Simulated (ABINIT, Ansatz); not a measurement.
Planning a run of ABINIT 10.8.3 on CdS (Hawleyite). The input:

```
acell 3*1.0 Angstrom
rprim 
  -0.000000000000 2.916500000000 2.916500000000
  2.916500000000 -0.000000000000 2.916500000000
  2.916500000000 2.916500000000 -0.000000000000
ntypat 2
znucl 48 16
natom 2
typat 1 2
xred 
  0.000000000000 0.000000000000 0.000000000000
  0.250000000000 0.250000000000 0.250000000000
pp_dirpath "pseudos"
pseudos "Cd.upf, S.upf"
ecut 47
ngkpt 4 4 4
nshiftk 1
shiftk 0 0 0
kptopt 1
chksymbreak 0
iscf -2
irdden 1
istwfk *1
nband 51
nbdbuf 4
tolwfr 1e-09
nstep 60
prtvol 0
indata_prefix "in"
outdata_prefix "out"
tmpdata_prefix "tmp"
```

```sh
OMP_NUM_THREADS=1 mpirun -n 4 abinit run.abi > log
```

**Question.** How long will it take on 4 MPI ranks of Intel Xeon Platinum 8259CL at 2.50GHz (Skylake/Cascade Lake), shared host, and how much memory?

It took 23 s; on shared hardware allow 11 s to 46 s. Peak host memory was 0.35 GiB.

[Paths, hosts, dates, memory and timing lines, banners, echoed tables and standing remarks are left out of the program output.]

[Logs are printed without paths, hosts, clocks, repeated set-up lines and the standing remarks that a program may print on its own settings, such as how far it seeks lower states.]

[Runs of the session that timed out or met a known fault of the program may be left out.]

[Hosts, paths, dates, database ids (printed as entryN), source tags and the programs' standing remarks are cut or masked in the printed files.]

[G0W0 gaps are taken among the corrected bands and points alone; a level outside them can change the order at an edge.]

[Where Ansatz stands beside ABINIT at settings called matched, ABINIT's density can come from a denser mesh and the files from another edition; pairs whose starting gaps differed by over 0.03 eV were left out, so agreement reads better than it is.]
